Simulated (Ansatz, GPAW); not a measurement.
# 1T-VSeTe monolayer: simulated STM images

Wanted: filled- and empty-state images of 1T-VSeTe monolayer, with its work function.

Calculated with GPAW 26.7.0 and Ansatz 0.2.0; Ansatz plane waves; layer without images along its normal, relaxation of atoms and in-plane cell, in the first sound run; inputs show where later runs differ.

Most raw output is cut from this account.

## Step 1: Set-up

The cell holds 3 atoms: 1 Te, 1 V and 1 Se. Its edges and angles: a = 3.465 Å, b = 3.465 Å, c = 21.582 Å, α = 90.0°, β = 90.0°, γ = 120.0°. Vacuum lies along c.

## Step 2: Relaxing the atoms

Forces are removed first; all later runs use this geometry.

input.yaml reads:

```yaml
crystal:
  lattice:
    - [3.465, 0.0, 0.0]
    - [-1.7325, 3.0007780241, 0.0]
    - [0.0, 0.0, 21.5820456046]
  atoms:
    - { symbol: Te, position: [0.6666666667, 0.3333333333, 0.4170132973] }
    - { symbol: V, position: [0.0, 0.0, 0.506256284], spin: 1.0 }
    - { symbol: Se, position: [0.3333333333, 0.6666666667, 0.5829867027] }
  periodic: [true, true, false]
magnetization:
  spin_polarized: true
kpoints:
  mp_grid: { grid: [9, 9, 1] }
hamiltonian:
  xc: pbe
scf:
  occupations: { method: fermi_dirac, width: 0.05 }
relax:
  f_tol: 0.01
  max_steps: 90
  cell: {}
```

Command:

```
> ansatz run input.yaml --threads 4 --pin off --max-ram 8192MiB --backend cpu --events-out ev --progress --plain --runs-dir out
```

Elapsed: 31 s, on 4 threads of Intel Xeon Platinum 8488C (Sapphire Rapids), shared host; peak memory 0.89 GiB; 95 s of CPU time.

Relaxation path:

```
step  energy less that of the first step (eV)  largest force component (eV/Å)  volume (Å³)
   1                                   0.0000                          1.5737       321.96
   2                                  -0.1727                          0.4524       322.79
   3                                  -0.1914                          0.0909       325.04
   4                                  -0.1919                          0.0312       325.71
   5                                  -0.1920                          0.0028       326.46
  6*                                  -0.1922                          0.0028       326.46
```

Relaxation steps marked * repeat the geometry before them on a plane-wave basis chosen anew for their cell, so energy and pressure can jump there.

Forces are held to the 6 operations that the run works with; a distortion that breaks them can't arise in this run.

```
cell as run  before  after  change
      a (Å)   3.465  3.489  +0.7 %
      b (Å)   3.465  3.489  +0.7 %
```

The atoms that moved most (Å, along periodic axes as changes of fractional coordinates times the final cell, across vacuum about the mean position):

```
atom     dx     dy      dz  length
 Se3  0.000  0.000  -0.164   0.164
 Te1  0.000  0.000   0.128   0.128
  V2  0.000  0.000   0.035   0.035
```

Final coordinates:

```cif
data_structure
_symmetry_space_group_name_H-M 'P 1'
_symmetry_Int_Tables_number 1
_cell_length_a 3.4892
_cell_length_b 3.4892
_cell_length_c 30.9641
_cell_angle_alpha 90.000
_cell_angle_beta 90.000
_cell_angle_gamma 120.000
_cell_volume 326.46
loop_
_atom_site_label
_atom_site_type_symbol
_atom_site_fract_x
_atom_site_fract_y
_atom_site_fract_z
_atom_site_occupancy
Te1 Te 0.66667 0.33333 0.29480 1
V2 V 0.00000 0.00000 0.35400 1
Se3 Se 0.33333 0.66667 0.40106 1
```

This step gave:

| Property | Result |
| --- | --- |
| free energy | -15362.9546 eV |
| smearing term TS | 0.01063 eV |
| magnetization | 0.9021 μB |
| absolute magnetization | 1.220 μB |
| site moments | -0.06692, 0.8751, -0.03010 μB |
| symmetry operations | 6 |

Site moment by atom:

```
atom  site moment (μB)
 Te1            -0.067
  V2             0.875
 Se3            -0.030
```

The relaxation lowered the energy of the cell by 0.192 eV.

## Step 3: The slab's potential

With the geometry fixed, the planar mean of the potential gives the vacuum level on each side.

This step: GPAW, PAW setups; slab in vacuum (GPAW 26.7.0).

The cell differs from the one that the last finished run ended in (c 30.964 → 21.290 Å).

run.py reads:

```python
import json
import numpy as np
from ase import Atoms
from ase.dft.stm import STM
from gpaw import GPAW, PW

slab = Atoms(
    ['Te', 'V', 'Se'],
    positions=[
        [1.74459, 1.00724, 9.00000],
        [0.00000, -0.00000, 10.83313],
        [0.00000, 2.01448, 12.29002]],
    cell=[[3.48918, 0.0, 0.0], [-1.74459, 3.02172, 0.0], [0.0, 0.0, 21.29]],
    pbc=[True, True, False],
    magmoms=[0.0, 1.0, 0.0])

slab.calc = GPAW(mode=PW(400), xc='PBE', kpts={'size': (9, 9, 1), 'gamma': True},
                 occupations={'name': 'fermi-dirac', 'width': 0.05}, nbands='140%',
                 convergence={'density': 1e-05}, maxiter=200,
                 poissonsolver={'dipolelayer': 'xy'},
                 symmetry={'tolerance': 1e-3}, txt='slab.txt')
result = {}
energy = slab.get_potential_energy()
fermi = slab.calc.get_fermi_level()
v = slab.calc.get_electrostatic_potential().mean((0, 1)) - fermi
n = slab.calc.get_pseudo_density().mean((0, 1))
L = slab.cell[2, 2]
z = np.arange(len(v)) * L / len(v)
low, high = slab.positions[:, 2].min(), slab.positions[:, 2].max()
below, above = np.interp([low - 6.8, high + 6.8], z, v)
slopes = [np.interp(x, z, np.gradient(v, z)) for x in (low - 6.8, high + 6.8)]
eps = np.array([[slab.calc.get_eigenvalues(k, s) for k in range(len(slab.calc.get_ibz_k_points()))]
                for s in range(slab.calc.get_number_of_spins())]) - fermi
top, bottom = eps[eps < 0].max(), eps[eps > 0].min()
dipole = slab.get_dipole_moment()[2]
print(f'energy {energy:.4f} eV, Fermi level {fermi:.4f} eV, dipole {dipole:.5f} e A')
print(f'potential 6.8 A off the faces, from the Fermi level: lower {below:.4f} eV, upper {above:.4f} eV')
print(f'slope of the potential there: lower {slopes[0]:.5f}, upper {slopes[1]:.5f} eV/A')
print(f'nearest levels on the mesh: {top:.4f} and {bottom:.4f} eV')
print('magnetic moment', round(slab.get_magnetic_moment(), 3))
result.update(energy=energy, fermi=fermi, dipole=dipole, below=below, above=above, slopes=slopes, edges=[top, bottom],
              z=z.tolist(), v=v.tolist(), n=n.tolist(), positions=slab.positions.tolist(),
              forces=slab.get_forces(apply_constraint=False).tolist(), moments=slab.get_magnetic_moments().tolist())

# Images need the states of the whole zone, up to time reversal
slab.calc = slab.calc.fixed_density(symmetry={'point_group': False}, txt='states.txt',
                                    convergence={'bands': 'CBM+0.8'})
stm = STM(slab)
result['stm'] = []
for bias in [-0.5, 0.5]:
    height = high + 3.0
    current = stm.get_averaged_current(bias, height)
    x, y, h = stm.scan(bias, current)
    i, f = divmod(height / L * stm.ldos.shape[2], 1)
    I = abs((1 - f) * stm.ldos[:, :, int(i)] + f * stm.ldos[:, :, int(i) + 1])
    print(f'bias {bias} V: mean current at 3.0 A {current:.4e}, corrugation {np.ptp(h):.4f} A')
    result['stm'].append(dict(bias=bias, current=current, h=(h - high).tolist(), I=I.tolist()))
json.dump(result, open('result.json', 'w'))
```

Command:

```
> OMP_NUM_THREADS=1 OPENBLAS_NUM_THREADS=1 python run.py
```

Run time: 2 min. Hardware: 1 thread; peak memory 0.42 GiB.

Numbers from this step:

| Quantity | Value |
| --- | --- |
| dipole along the normal | -0.03085 e·Å |
| levels nearest the Fermi level on the mesh | -0.03025, 0.03895 eV from the Fermi level |
| upper work function | 5.026 eV |
| lower work function | 4.499 eV |
| site moments | -0.06590, 0.9176, -0.02995 μB |
| corrugation -0.5 | 0.5271 Å |
| corrugation 0.5 | 0.4812 Å |
| sum of the site moments | 0.8217 μB |

Electrostatic potential energy of an electron (without an applied field's), less the Fermi level, planar mean against z:

```
z (Å)  electrostatic potential energy of an electron (without an applied field's), less the Fermi level, planar mean (eV)
  0.0                                                                                                                4.76
  0.5                                                                                                                4.50
  1.0                                                                                                                4.50
  1.5                                                                                                                4.50
  2.0                                                                                                                4.50
  2.5                                                                                                                4.50
  3.0                                                                                                                4.50
  3.5                                                                                                                4.50
  4.0                                                                                                                4.50
  4.5                                                                                                                4.50
  5.0                                                                                                                4.50
  5.5                                                                                                                4.50
  6.0                                                                                                                4.48
  6.5                                                                                                                4.44
  7.0                                                                                                                4.25
  7.5                                                                                                                3.47
  8.0                                                                                                               0.404
  8.5                                                                                                               -9.76
  9.0                                                                                                               -21.5
  9.5                                                                                                               -10.5
 10.0                                                                                                               -3.32
 10.5                                                                                                               -8.53
 11.0                                                                                                               -11.1
 11.5                                                                                                               -5.51
 12.0                                                                                                               -12.9
 12.5                                                                                                               -14.1
 13.0                                                                                                              -0.650
 13.5                                                                                                                3.74
 14.0                                                                                                                4.74
 14.5                                                                                                                4.96
 15.0                                                                                                                5.01
 15.5                                                                                                                5.02
 16.0                                                                                                                5.02
 16.5                                                                                                                5.03
 17.0                                                                                                                5.03
 17.5                                                                                                                5.03
 18.0                                                                                                                5.03
 18.5                                                                                                                5.03
 19.0                                                                                                                5.03
 19.5                                                                                                                5.03
 20.0                                                                                                                5.03
 20.5                                                                                                                5.03
 21.0                                                                                                                4.96
```

The pseudo valence density, planar mean by z:

```
z (Å)  pseudo valence density, planar mean (e/Å³)
 0.00                                           0
 0.64                                           0
 1.06                                           0
 1.70                                           0
 2.34                                           0
 2.77                                           0
 3.41                                      1.7e-6
 4.05                                           0
 4.47                                      7.5e-6
 5.11                                      5.6e-5
 5.75                                      3.2e-4
 6.17                                     0.00106
 6.81                                     0.00647
 7.45                                      0.0387
 7.88                                       0.116
 8.52                                       0.305
 9.15                                       0.165
 9.58                                       0.359
10.22                                       0.362
10.86                                        1.44
11.50                                       0.427
11.92                                       0.419
12.56                                       0.324
13.20                                       0.147
13.63                                      0.0445
14.26                                     0.00635
14.90                                      9.1e-4
15.33                                      2.5e-4
15.97                                      4.2e-5
16.61                                      4.6e-6
17.03                                           0
17.67                                      1.5e-6
18.31                                           0
18.74                                           0
19.37                                           0
20.01                                           0
20.44                                           0
21.08                                           0
```

Tip height over the top atom over a1 and a2. Sample bias -0.5 V, constant current at the mean current 3.0 Å over the top atom.

Ten even steps from '_' (2.67 Å) to '@' (3.20 Å):
```
__..::==++****##%%%%##****++==::..__
..::==++**##%%%%%%%%%%##**++==::....
::==++**##%%@@@@@@@@%%##**++==::::::
==++**##%%@@@@@@@@@@%%##**++==--::--
++**##%%@@@@@@@@@@@@%%##**++==----==
****%%@@@@@@@@@@@@@@%%****++==--==++
**##%%@@@@@@@@@@@@%%##**++========++
##%%%%@@@@@@@@@@%%%%##**++======++**
##%%%%@@@@@@@@%%%%##**++========++**
####%%%%%%%%%%####**++==========++**
****########******++============++**
**************++++======--======++++
++++++++++++++====================++
====================================
::::::::------================------
......::::--====++++++++++====--::::
____..::--==++++********++++==--::..
____..::==++****######****++==::..__
```
Columns: a1 from 0 to 0.944; rows upwards: a2 from 0 to 0.944.

Local density of states summed over the bias window over a1 and a2. Sample bias -0.5 V, constant height 3.0 Å over the top atom.

Ten even steps from '0' (2.58 × 1e-5 arbitrary) to '9' (8.14 × 1e-5 arbitrary):
```
001123455554321100
011235667665321100
112456788765421100
123568898865321101
235689999865321111
346789998764321112
456899998654321123
457889887543221223
456788765432222223
456666654332212233
445555443222112223
333433332221112223
222222222211112222
111111111222221111
111111112222221111
000001122232221100
000011233333321100
000112344444321100
```
Columns: a1 from 0 to 0.944; rows upwards: a2 from 0 to 0.944.

Tip height over the top atom over a1 and a2. Sample bias 0.5 V, constant current at the mean current 3.0 Å over the top atom.

Ten even steps from '0' (2.71 Å) to '9' (3.19 Å):
```
012356677776653210
123567888887653210
235678999987653211
356789999987653222
567899999987653333
568999999986544344
678999999876544445
678999998766544456
778999987765444456
678888876655444556
667777666554444556
566666555444444455
555555444444444444
333333444444444443
222223344455444332
111123445555544321
000123456666543210
001235566766553210
```
Columns: a1 from 0 to 0.944; rows upwards: a2 from 0 to 0.944.

Local density of states summed over the bias window over a1 and a2. Sample bias 0.5 V, constant height 3.0 Å over the top atom.

Ten even steps from '0' (3.30 × 1e-5 arbitrary) to '9' (9.49 × 1e-5 arbitrary):
```
001123456654321100
011245667665421100
112456788765421100
124568898865421111
235689999865321111
346789998764322122
456899998654322223
467889887643222223
566788766543222234
456666654432222234
445555443322222233
334443332222222223
222222222222222222
111111222222222221
111111122222222111
000011222333222110
000011233443321100
000112344544321100
```
Columns: a1 from 0 to 0.944; rows upwards: a2 from 0 to 0.944.

The potential is flat to 6.7e-5 eV/Å where it is read, so the vacuum is wide enough. The geometry is the other program's minimum; here the largest force on a free atom is 0.049 eV/Å.

[end of part 1 of 2]

[Logs are printed without paths, hosts, clocks, repeated set-up lines and the standing remarks that a program may print on its own settings, such as how far it seeks lower states.]

[Hosts, paths, dates, database ids (printed as entryN), source tags and the programs' standing remarks are cut or masked in the printed files.]
